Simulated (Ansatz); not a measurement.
# Gate voltage at the highest density: MoSi2N4 monolayer

A layer charged from two gates alike needs a voltage that grows with the carrier density; the slope is e over the total capacitance.

How it was computed: Ansatz 0.2.0, plane waves with PAW datasets (its set soft_2), PBE-D3(BJ); isolated slab, charged sheets 5 Å from the outer atoms behind model barriers, atoms held, Fermi-Dirac smearing of 0.05 eV. The voltage is that of the gates (their mean) against the layer's Fermi level, from the uncharged case, which has a gap of 2.04 eV.

| run | added electrons (10¹³ per cm²) | gate voltage (V) |
| --- | --- | --- |
| run 1 | 0.50 | 1.14 |
| run 2 | 2.00 | 1.86 |
| run 3 | 6.00 | ? |

Q: Estimate the withheld value from the rows shown.

Two rows fix a line: slope = (1.86 − 1.14) / (2.00 − 0.50) = 0.4800, intercept 0.9000. The capacitance is 1.602/0.4800 = 3.34 µF/cm², against 3.54 µF/cm² for plates 5 Å apart in vacuum on both sides. The intercept is mostly the shift of the Fermi level from inside the gap to the band edge. At 6.00 it gives 0.4800 × 6.00 + 0.9000 = 3.78 V, beyond the rows fitted. Rounding of the rows alone allows about ±0.032 V there; two rows can't show whether the line holds.

The run itself gives 3.62 V: a miss of −0.16 V, or 4.4 % of the value. The capacitance rises towards the highest density.

**Limits.** The gates are model sheets, not atoms, and low densities sample few k-points.
